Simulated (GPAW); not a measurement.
# Dielectric function and optical constants of SiC (Moissanite 3C)

Wanted: where SiC (Moissanite 3C) starts to absorb, how strongly, and its refractive index.

Main program and level: GPAW 26.7.0; DFT, revPBE, plane-wave PAW (GPAW data sets), scalar-relativistic, RPA, optical limit.

This is a report of a sequence of runs, with most program output left out.

## 1. The structure

Symmetry: F-43m, No. 216, cubic system. Conventional cell: a = 4.358 Å, b = 4.358 Å, c = 4.358 Å, α = 90.00°, β = 90.00°, γ = 90.00°. Nearest to Si lie 4 C at 1.89 Å. Nearest to C lie 4 Si at 1.89 Å. Farther neighbours are not listed.

## 2. Ground state

The self-consistent density comes first; it also tells whether there is a gap, which decides the occupations and the need for a Drude term.

This step: DFT, revPBE, plane-wave PAW (GPAW data sets), scalar-relativistic, ground state (GPAW 26.7.0).

gs.py

```python
from ase import Atoms
from ase.dft.bandgap import bandgap
from gpaw import GPAW, PW, FermiDirac

atoms = Atoms(['Si', 'C'],
              cell=[[0.00000000, 2.17900000, 2.17900000],
                    [2.17900000, 0.00000000, 2.17900000],
                    [2.17900000, 2.17900000, 0.00000000]],
              scaled_positions=[[0.00000000, 0.00000000, 0.00000000],
                                [0.75000000, 0.75000000, 0.75000000]],
              pbc=[True, True, True])
atoms.calc = GPAW(mode=PW(500), xc='revPBE', kpts={'size': (9, 9, 9), 'gamma': True},
                  occupations=FermiDirac(0.05), maxiter=150, txt='gs.txt')
print('energy (eV)', atoms.get_potential_energy())
print('Fermi level (eV)', atoms.calc.get_fermi_level())
print('valence electrons', atoms.calc.get_number_of_electrons())
print('gap (eV)', bandgap(atoms.calc, output=None)[0])
print('direct gap (eV)', bandgap(atoms.calc, direct=True, output=None)[0])
atoms.calc.write('gs.gpw')
```

On the command line:

```sh
$ OMP_NUM_THREADS=1 python gs.py
```

Wall time 3.9 s (1 thread of Arm Neoverse V1, shared host); peak memory 0.12 GiB.

Numbers from this step:

- energy: -14.29 eV
- Fermi energy: 9.072 eV
- gap on the k-mesh: 1.500 eV
- direct gap on the mesh: 4.629 eV
- electrons: 8

There is a gap, 1.50 eV on this mesh (points off the mesh can give less), so no carriers' term is needed.

## 3. Bands for the response

The response needs many more empty bands than the density does.

This step: DFT, revPBE, plane-wave PAW (GPAW data sets), scalar-relativistic, bands at fixed density (GPAW 26.7.0).

nscf.py

```python
from ase.dft.bandgap import bandgap
from gpaw import GPAW, FermiDirac

calc = GPAW('gs.gpw').fixed_density(kpts={'size': (16, 16, 16), 'gamma': True}, nbands=23, convergence={'bands': 17},
                                    occupations=FermiDirac(0.001), txt='nscf.txt')
print('gap (eV)', bandgap(calc, output=None)[0])
print('direct gap (eV)', bandgap(calc, direct=True, output=None)[0])
print('top band over the Fermi level (eV)', min(calc.get_eigenvalues(kpt=k)[16] for k in range(len(calc.get_ibz_k_points()))) - calc.get_fermi_level())
calc.write('full.gpw', mode='all')
```

On the command line:

```sh
$ OMP_NUM_THREADS=1 python nscf.py
```

Run time: 22 s. Hardware: 1 thread; peak memory 0.17 GiB.

Numbers from this step:

```
gap on the k-mesh      : 1.354 eV
direct gap on the mesh : 4.549 eV
```

## 4. Dielectric function, RPA

Transitions between filled and empty bands, summed over the zone, give the optical response, so mesh, band count and broadening shape it.

The induced potential is part of this response.

This step: DFT, revPBE, plane-wave PAW (GPAW data sets), scalar-relativistic, RPA, optical limit (GPAW 26.7.0).

df.py

```python
from gpaw.response.df import DielectricFunction

df = DielectricFunction('full.gpw', frequencies={'type': 'nonlinear', 'domega0': 0.03, 'omega2': 8},
                        ecut=80,
                        eta=0.15,
                        nbands=17,
                        txt='df.txt')
for direction in ['x']:
    df.get_dielectric_function(xc='RPA', direction=direction, filename=f'df_{direction}.csv')
```

On the command line:

```sh
$ OMP_NUM_THREADS=1 python df.py
```

Elapsed: 4.8 s, on 1 thread; peak memory 0.21 GiB.

This step gave:

| Item | Value |
| --- | --- |
| electronic dielectric constant ε∞, mean over x, y and z (by symmetry where fewer were run) | 6.600 |
| main peak of Im epsilon, first axis | 6.922 eV |
| centre of weight of the strongest loss peak in the window | 22.73 eV |

Some rows of df_x.csv (energy; Re and Im without local fields; Re and Im with them):

```text
0.000000, 7.078568, 0.000000, 6.599944, 0.000000
0.555532, 7.114163, 0.019398, 6.631602, 0.017250
1.143969, 7.233038, 0.041849, 6.737269, 0.037181
1.768324, 7.464233, 0.070707, 6.942515, 0.062714
2.431988, 7.863088, 0.112882, 7.295804, 0.099839
3.138794, 8.547899, 0.186455, 7.900130, 0.164145
3.893091, 9.843181, 0.365994, 9.036018, 0.319647
4.699832, 12.600238, 2.029950, 11.426263, 1.754409
5.564682, 14.143594, 6.476369, 12.828522, 5.504436
6.494155, 13.836158, 17.615663, 13.619904, 14.933581
7.495775, 0.451442, 10.859329, 0.330863, 9.953371
8.578281, -3.860498, 10.937893, -2.606669, 10.043993
9.751884, -4.905609, 7.025707, -3.621527, 7.055966
11.028587, -3.547282, 3.020010, -3.161579, 3.265349
12.422601, -2.793135, 2.123809, -2.518792, 2.349398
13.950874, -1.891159, 1.591022, -1.664754, 1.750100
15.633783, -1.314915, 1.022751, -1.170135, 1.190874
17.496047, -0.821578, 0.536630, -0.803648, 0.651987
19.567954, -0.388053, 0.304938, -0.385471, 0.367861
21.887015, -0.000944, 0.198850, 0.012189, 0.225708
24.500258, 0.181204, 0.211395, 0.171821, 0.263975
```

The Im ε, E ∥ x has structure finer than the step of the table below, so its rows give means over 1 eV, whole bins alone (the curve runs from 0 to 26.8 eV). Peaks (eV: height): 6.9: 19.7, 8.3: 13.0.

Values under the direct gap are tails of Lorentzian lines. Im ε, E ∥ x against photon energy; means over each step:

photon energy (eV), Im ε, E ∥ x and a bar:
```
        1        0.0 
        2        0.1 
        3        0.2 
        4        0.4 #
        5        3.0 ######
        6        8.7 #################
        7       15.8 ##############################
        8       10.9 #####################
        9        8.9 #################
       10        6.5 ############
       11        3.6 #######
       12        3.2 ######
       13        2.1 ####
       14        1.7 ###
       15        1.4 ###
       16        1.1 ##
       17        0.7 #
       18        0.6 #
       19        0.4 #
       20        0.3 #
       21        0.3 
       22        0.2 
       23        0.3 
       24        0.3 
       25        0.2 
       26        0.2
```

The Re ε, E ∥ x by photon energy:

photon energy (eV), Re ε, E ∥ x and a bar from the least value:
```
        0        6.6 ##################
        1        6.7 ##################
        2        7.0 ###################
        3        7.8 ####################
        4        9.3 #######################
        5       12.1 ############################
        6       13.4 ##############################
        7        2.1 ##########
        8        1.4 ########
        9       -2.3 ##
       10       -3.2 
       11       -3.2 
       12       -3.0 #
       13       -2.1 ##
       14       -1.7 ###
       15       -1.5 ###
       16       -1.2 ####
       17       -0.9 ####
       18       -0.7 #####
       19       -0.6 #####
       20       -0.3 #####
       21       -0.2 ######
       22        0.0 ######
       23        0.1 ######
       24        0.1 ######
       25        0.2 ######
       26        0.2 ######
```

The Im ε, E ∥ x has structure finer than the step of the table below, so its rows give means over 1 eV, whole bins alone (the curve runs from 0 to 26.8 eV). Peaks (eV: height): without local fields 6.9: 21.4, 8.3: 15.1; with local fields 6.9: 19.7, 8.3: 13.0.

Values under the direct gap are tails of Lorentzian lines. Im ε, E ∥ x against photon energy; means over each step:

| photon energy (eV) | without local fields | with local fields |
| --- | --- | --- |
| 1 | 0.0365 | 0.0324 |
| 2 | 0.0850 | 0.0753 |
| 3 | 0.173 | 0.153 |
| 4 | 0.496 | 0.432 |
| 5 | 3.47 | 2.95 |
| 6 | 10.4 | 8.72 |
| 7 | 17.2 | 15.8 |
| 8 | 12.4 | 10.9 |
| 9 | 9.67 | 8.95 |
| 10 | 6.31 | 6.46 |
| 11 | 3.36 | 3.55 |
| 12 | 2.99 | 3.21 |
| 13 | 1.90 | 2.09 |
| 14 | 1.54 | 1.72 |
| 15 | 1.17 | 1.36 |
| 16 | 0.881 | 1.09 |
| 17 | 0.572 | 0.706 |
| 18 | 0.482 | 0.580 |
| 19 | 0.357 | 0.438 |
| 20 | 0.280 | 0.337 |
| 21 | 0.223 | 0.260 |
| 22 | 0.220 | 0.249 |
| 23 | 0.218 | 0.262 |
| 24 | 0.206 | 0.256 |
| 25 | 0.179 | 0.207 |
| 26 | 0.153 | 0.152 |

Table of refractive index n and extinction k by photon energy:

| photon energy (eV) | n | k |
| --- | --- | --- |
| 0.0 | 2.57 | 0 |
| 0.5 | 2.57 | 0.00301 |
| 1.0 | 2.59 | 0.00619 |
| 1.5 | 2.62 | 0.00974 |
| 2.0 | 2.65 | 0.0140 |
| 2.5 | 2.71 | 0.0193 |
| 3.0 | 2.79 | 0.0266 |
| 3.5 | 2.89 | 0.0378 |
| 4.0 | 3.05 | 0.0596 |
| 4.5 | 3.30 | 0.155 |
| 5.0 | 3.51 | 0.380 |
| 5.5 | 3.65 | 0.739 |
| 6.0 | 3.83 | 1.11 |
| 6.5 | 4.11 | 1.83 |
| 7.0 | 3.28 | 2.95 |
| 7.5 | 2.27 | 2.19 |
| 8.0 | 2.38 | 2.06 |
| 8.5 | 2.11 | 2.64 |
| 9.0 | 1.89 | 2.43 |
| 9.5 | 1.64 | 2.36 |
| 10.0 | 1.38 | 2.27 |
| 10.5 | 1.03 | 2.30 |
| 11.0 | 0.846 | 1.98 |
| 11.5 | 1.04 | 1.73 |
| 12.0 | 0.907 | 1.94 |
| 12.5 | 0.676 | 1.68 |
| 13.0 | 0.639 | 1.59 |
| 13.5 | 0.653 | 1.47 |
| 14.0 | 0.611 | 1.43 |
| 14.5 | 0.569 | 1.33 |
| 15.0 | 0.507 | 1.33 |
| 15.5 | 0.478 | 1.21 |
| 16.0 | 0.473 | 1.20 |
| 16.5 | 0.374 | 1.15 |
| 17.0 | 0.333 | 1.02 |
| 17.5 | 0.340 | 0.958 |
| 18.0 | 0.321 | 0.882 |
| 18.5 | 0.322 | 0.850 |
| 19.0 | 0.278 | 0.801 |
| 19.5 | 0.270 | 0.686 |
| 20.0 | 0.272 | 0.641 |
| 20.5 | 0.263 | 0.547 |
| 21.0 | 0.267 | 0.477 |
| 21.5 | 0.294 | 0.391 |
| 22.0 | 0.369 | 0.314 |
| 22.5 | 0.425 | 0.352 |
| 23.0 | 0.419 | 0.306 |
| 23.5 | 0.458 | 0.264 |
| 24.0 | 0.466 | 0.272 |
| 24.5 | 0.493 | 0.268 |
| 25.0 | 0.447 | 0.214 |
| 25.5 | 0.497 | 0.167 |
| 26.0 | 0.515 | 0.160 |
| 26.5 | 0.546 | 0.104 |

Values under the direct gap are tails of Lorentzian lines. Loss function −Im 1/ε at q → 0, E ∥ x against energy loss; read off at these points:

| energy loss (eV) | loss function −Im 1/ε at q → 0, E ∥ x |
| --- | --- |
| 0.50 | 3.5e-4 |
| 1.00 | 7.1e-4 |
| 1.50 | 0.00109 |
| 2.00 | 0.00149 |
| 2.50 | 0.00194 |
| 3.00 | 0.00246 |
| 3.50 | 0.00313 |
| 4.00 | 0.00421 |
| 4.50 | 0.00856 |
| 5.00 | 0.0172 |
| 5.50 | 0.0280 |
| 6.00 | 0.0338 |
| 6.50 | 0.0368 |
| 7.00 | 0.0511 |
| 7.50 | 0.101 |
| 8.00 | 0.1000 |
| 8.50 | 0.0857 |
| 9.00 | 0.102 |
| 9.50 | 0.113 |
| 10.00 | 0.126 |
| 10.50 | 0.117 |
| 11.00 | 0.155 |
| 11.50 | 0.217 |
| 12.00 | 0.166 |
| 12.50 | 0.211 |
| 13.00 | 0.236 |
| 13.50 | 0.287 |
| 14.00 | 0.299 |
| 14.50 | 0.343 |
| 15.00 | 0.326 |
| 15.50 | 0.406 |
| 16.00 | 0.406 |
| 16.50 | 0.407 |
| 17.00 | 0.507 |
| 17.50 | 0.609 |
| 18.00 | 0.729 |
| 18.50 | 0.802 |
| 19.00 | 0.861 |
| 19.50 | 1.25 |
| 20.00 | 1.48 |
| 20.50 | 2.12 |
| 21.00 | 2.85 |
| 21.50 | 4.01 |
| 21.89 | 4.41 |
| 22.00 | 4.19 |
| 22.50 | 3.23 |
| 22.87 | 3.56 |
| 23.00 | 3.53 |
| 23.50 | 3.11 |
| 24.00 | 2.99 |
| 24.50 | 2.66 |
| 25.00 | 3.17 |
| 25.50 | 2.20 |
| 26.00 | 1.95 |
| 26.50 | 1.19 |

At chosen wavelengths:

| wavelength (nm) | n | k | R (%) | 1/α |
| --- | --- | --- | --- | --- |
| 1064 | 2.60 | 0.007 | 19.7 | 12 µm |
| 800 | 2.62 | 0.010 | 20.0 | 6.3 µm |
| 532 | 2.69 | 0.017 | 21.0 | 2.4 µm |
| 450 | 2.75 | 0.023 | 21.7 | 1.6 µm |
| 308 | 3.06 | 0.061 | 25.7 | 400 nm |
| 248 | 3.51 | 0.380 | 31.4 | 52 nm |
| 193 | 4.12 | 1.602 | 42.8 | 9.6 nm |

Below the direct gap, k and the depth come from the tails of the Lorentzian lines, not from transitions.

Rows near the edge hang on the gap, which this functional as a rule makes too small, and phonon-assisted absorption is left out.

## 5. Results

```yaml
electronic_dielectric_constant_eps_infinity_mean_over_x_y_and_z_by_symmetry_where_fewer_were_run_rpa: 6.60
main_peak_of_im_epsilon_first_axis: 6.92 eV
centre_of_weight_of_the_strongest_loss_peak_in_the_window_first_axis: 22.7 eV
```

**Reading.** At this level (revPBE, RPA) SiC has ε∞ = 6.60 and n = 2.58 at 1550 nm, and Im ε peaks at 6.9 eV. On the mesh the gap is 1.35 eV and the least direct gap 4.55 eV, so on this mesh the band edges lie at different points. Local fields change the static value along x from 7.08 to 6.60 (-7 %). Distinct maxima of Im ε, read by a parabola through the highest points, lie at 6.92 eV (20), 7.83 eV (11), 8.32 eV (13) and 11.86 eV (3.8). Excitons and phonon-assisted transitions are missing; revPBE gaps are as a rule too small, which pulls the onset down and ε∞ up. The sum runs over mesh points, so small or evenly spaced maxima can still be ripples of the mesh. The curves end at 27 eV, about where the summed bands run out. Besides steps told in other documents, this task had 2 runs with a known fault of program or setting; those not told in a step above aren't shown.

[Machine, clock and banner lines and Python warnings are left out of the logs.]

[Logs are printed without paths, hosts, clocks, repeated set-up lines and the standing remarks that a program may print on its own settings, such as how far it seeks lower states.]

[Hosts, paths, dates, database ids (printed as entryN), source tags and the programs' standing remarks are cut or masked in the printed files.]
